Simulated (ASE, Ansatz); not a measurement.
# Localised basis functions on twisted Ti2CO2 MXene bilayer, 9.43° (370 atoms), part 2 of 2

Wanted: errors and times of a linear-scaling basis for twisted Ti2CO2 MXene bilayer, 9.43° (370 atoms). A setting counts as converged where the r.m.s. difference of forces stays under 1 % of the r.m.s. force.

Ansatz 0.2.0; Kohn-Sham DFT, PBE+D4, PAW (set soft_2), plane waves.

The cell: 74 C, 148 Ti and 148 O. Beside vacuum, support functions can miss their usual error bounds without a warning. The main run has no spin polarisation. Only the Γ point is sampled, in a cell whose shortest periodic width is 16 Å.

So far. Step 2 (Plane-wave single point): Mean Löwdin charges: C -0.91, O -0.61, Ti +1.13 e (they miss 0.35 % of the electrons, so they add up to more than the cell's charge).

## 3. Local order (continued)

A closer look about Ti43, which bears the longest force: 8 atoms, nearest first, numbered in the order of the input, with positions taken from that point.

| atom | x | y | z | distance (Å) | bonds | Löwdin charge (e) | Fx | Fy | Fz (eV/Å) |
| --- | --- | --- | --- | --- | --- | --- | --- | --- | --- |
| Ti43 | 0.00 | 0.00 | 0.00 | 0.00 | 6 | 1.14 | 0.537 | 0.162 | 0.297 |
| O40 | -0.71 | -1.58 | -0.90 | 1.95 | 3 | -0.60 | -0.213 | 0.122 | -0.052 |
| O45 | -0.98 | 1.46 | -0.88 | 1.97 | 3 | -0.61 | -0.060 | -0.163 | 0.023 |
| O70 | 1.76 | 0.16 | -0.90 | 1.98 | 3 | -0.61 | 0.068 | -0.074 | 0.293 |
| C41 | -1.72 | -0.15 | 1.35 | 2.19 | 6 | -0.90 | -0.124 | 0.321 | -0.404 |
| C66 | 1.00 | -1.43 | 1.32 | 2.19 | 6 | -0.91 | 0.256 | 0.183 | 0.149 |
| C71 | 0.77 | 1.58 | 1.32 | 2.20 | 6 | -0.91 | 0.002 | 0.143 | 0.274 |
| Ti13 | -2.45 | -1.70 | 0.03 | 2.99 | 6 | 1.13 | -0.519 | -0.296 | 0.127 |

The column of bonds counts only the pairs O-Ti within 2.64 Å, Ti-C within 2.64 Å; other neighbours, such as metal atoms beside each other in a compound, aren't counted, and periodic images can show an atom twice.

## 4. Support functions medium

With localised support functions most steps grow linearly with size, though the diagonalisation grows faster unless the density matrix is cut; this run measures error and cost at this size. The level medium gives here a grid of 108×108×144 points and a radius of 3.58 Å. Besides, the program derives a nominal cutoff of 464 eV for this run, against the reference's 420.

This step: Kohn-Sham DFT, PBE+D4, PAW (set soft_2), localised support functions (medium) (Ansatz 0.2.0).

input.yaml reads:

```yaml
crystal:
  lattice:
    - [18.4308, 0.0, 0.0]
    - [-9.2154, 15.96154, 0.0]
    - [0.0, 0.0, 23.86]
  atoms:
    [... the 370 atom lines of step 2 ...]
kpoints:
  mp_grid: { grid: [1, 1, 1] }
hamiltonian:
  xc: pbe
  dispersion: d4
scf:
  occupations: { method: fermi_dirac, width: 0.05 }
  eigensolver: { kind: { support_functions: { accuracy: medium } } }
  mixing: { beta: 0.2 }
  max_iter: 150
output:
  forces: true
```

Started as:

```console
> ansatz run input.yaml --threads 32 --pin off --max-ram 143360MiB --backend cuda --events-out ev --progress --plain --runs-dir out
```

Numbers of over 12 decimals in the logs are rounded to 6 here.

Log:

```text
Warning: scf.eigensolver.kind.support_functions: disabling space-group detection — the functions' gradient is summed over unrotated k-points, so no spatial operation reduces the k-mesh or symmetrises the density; time reversal is kept, so that k and −k are solved as one point where they differ and the mesh holds both, and exact exchange and, on two spinor components, a DFT+U term hold to it where the run has them: [...]
Warning: basis.ecutwfc = 464 eV, auto-derived: no grid that the accuracy of the support functions lays serves the files at the lower one that their records recommend; a deck with other species or settings can derive another value
settings of this run that can trade accuracy for cost: scf.eigensolver.kind.support_functions [...]
[...]
GPU FFT provider: cuFFT
GPU libraries: cuBLAS 13.8.1, cuFFT 12.4.0, cuSOLVER 12.3.2
[...]
Crystal: 370 atoms, lattice volume = 7019.229 Å³
Basis set: ecut = 464 eV, 159263 PW (Γ), exchange–correlation on 270×270×360 points (8 copies of the dense FFT grid, shifted against one another)
Bands: 1776, of which v1, the nominal top of the filled ones, is band 1480 counted from 1 (1479 counted from 0)
Symmetry: 1 space group operations
k-points: 1
[...]
GPU buffer pool allocated for 3280500 grid points (all kernels)
Eigensolver: Support functions (medium, 108×108×144 points, laid for a spacing of at most 0.183426 Å, radius 3.581808 Å, 136 sites without an atom, 2 species' potentials softened for the grid, 3 wholly corrected for its errors in the mean over positions, 3 with the egg-box correction, energy correction by stochastic trace)
[...]
SCF iter   1: F=—  HF=-473391.683201 eV  |F-HF|=—  |Δ(HF+E_count)|=         —  Δρ=1.64e-1  dr2=2.29e3  ethr=1.00e-1
[...]
SCF iter  22: F=-472960.098128 eV  HF=-472960.098128 eV  |F-HF|=1.86e-7  |Δ(HF+E_count)|=   7.68e-6  Δρ=5.64e-6  dr2=1.34e-6  ethr=3.01e-10
SCF 1 converged in 22 iterations: F = -472960.154505 eV  dr2 = 1.34e-6
[...]
SCF converged after 22 iterations
Stability not checked: this state was not tested for a lower state beside it, because the mixer in use, unlike msr1, does not test its closes by its own steps (another_mixer; see scf.mixing.algorithm and scf.lower_state_search)
Free energy (F): -472960.154505 eV
[...]
Internal energy: -472960.049295 eV  (E = F + TS)
E sigma→0 (E₀):  -472960.101900 eV
Entropy (-TS):   -0.105210 eV (-0.284 meV/atom)
Fermi energy:    4.305773 eV
[...]
--- Forces (eV/Å), atoms counted from 1 ---
[... 370 lines of forces left out ...]
  max |Σ_I F_I| component: 3.22e-3 eV/Å
--- Band table (eV) ---
[... left out ...]
  guard bands above this table: 257 of the run's 1776 bands (output.publish_guard_bands: true publishes all)
```

It took 15 s on 1 × NVIDIA GB200 with 32 threads of Arm Neoverse V2, shared host; peak memory 2.5 GiB.

That memory is the host's; the program planned up to 16.6 GiB on the GPU.

The program notes that the band table was not solved further than the SCF left it and it switched symmetry off.

Keys that differ from the reference: support_functions.accuracy = "medium", scf.max_iter = 150 and scf.mixing.beta = 0.2.

Forces differ from the reference by 1.0 meV/Å r.m.s., 0.57 % of their size, within a tolerance of 1 %; the energy by -4.4 meV/atom. It took 15 s and 22 cycles; the reference's time can't be set against it, since the two runs asked for unlike analyses.

## 5. What each setting buys

Differences are against the plane-wave reference (Kohn-Sham DFT, PBE+D4, PAW (set soft_2), plane waves), whose r.m.s. force component is 0.181 eV/Å. Energies are set beside the reference only for runs with its functional, potentials and electron count. Times are for 1 × NVIDIA GB200 with 32 threads of Arm Neoverse V2, shared host. The reference's time includes the DOS, which some other runs skip.

| run | Δ force, r.m.s. (meV/Å) | share of r.m.s. force (%) | Δ energy (meV/atom) | Δ gap (eV) | cycles | time | host memory (GiB) | planned on the GPU (GiB) |
| --- | --- | --- | --- | --- | --- | --- | --- | --- |
| reference | - | - | - | - | 13 | 9 s | 4.1 | 29 |
| support functions medium | 1.02 | 0.566 | -4.38 | 3.0e-4 | 22 | 15 s | 2.5 | 17 |

## 6. What came out

- free energy per atom: -1278.2663 eV/atom
- r.m.s. force component: 0.1811 eV/Å
- spacing of highest filled and lowest empty level: 0.3825 eV
- wall time of the 2 DFT runs: 24 s

Against plane waves at 420 eV, the forces differ by 1.0 meV/Å (0.57 %) with support functions medium. At 370 atoms the run with support functions medium takes roughly 1.7 times the time of plane waves (whose run also made extra analyses, so the like-for-like ratio is larger), in 22 SCF cycles against 13. In energy the support functions at preset levels lie below plane waves at 420 eV. Their grid holds more waves than that cutoff, so part of the difference is likely the reference's own basis error.

Between filled and empty levels lie 0.383 eV at Γ alone; the mesh holds the band edges only if they fold onto it, so the gap at this level can be narrower or closed, while semilocal functionals tend to narrow gaps against experiment. 4 levels are partly filled, by over 2 %, under the smearing. Counting bonds as in the table, all C atoms have 6, all O atoms have 3 and all Ti atoms have 6 bonded neighbours.

**Limits.** The geometry was built by rule, was displaced at random and isn't relaxed at this level: its force components are 0.18 eV/Å r.m.s.

[Logs are printed without paths, hosts, clocks, repeated set-up lines and the standing remarks that a program may print on its own settings, such as how far it seeks lower states.]

[Hosts, paths, dates, database ids (printed as entryN), source tags and the programs' standing remarks are cut or masked in the printed files.]
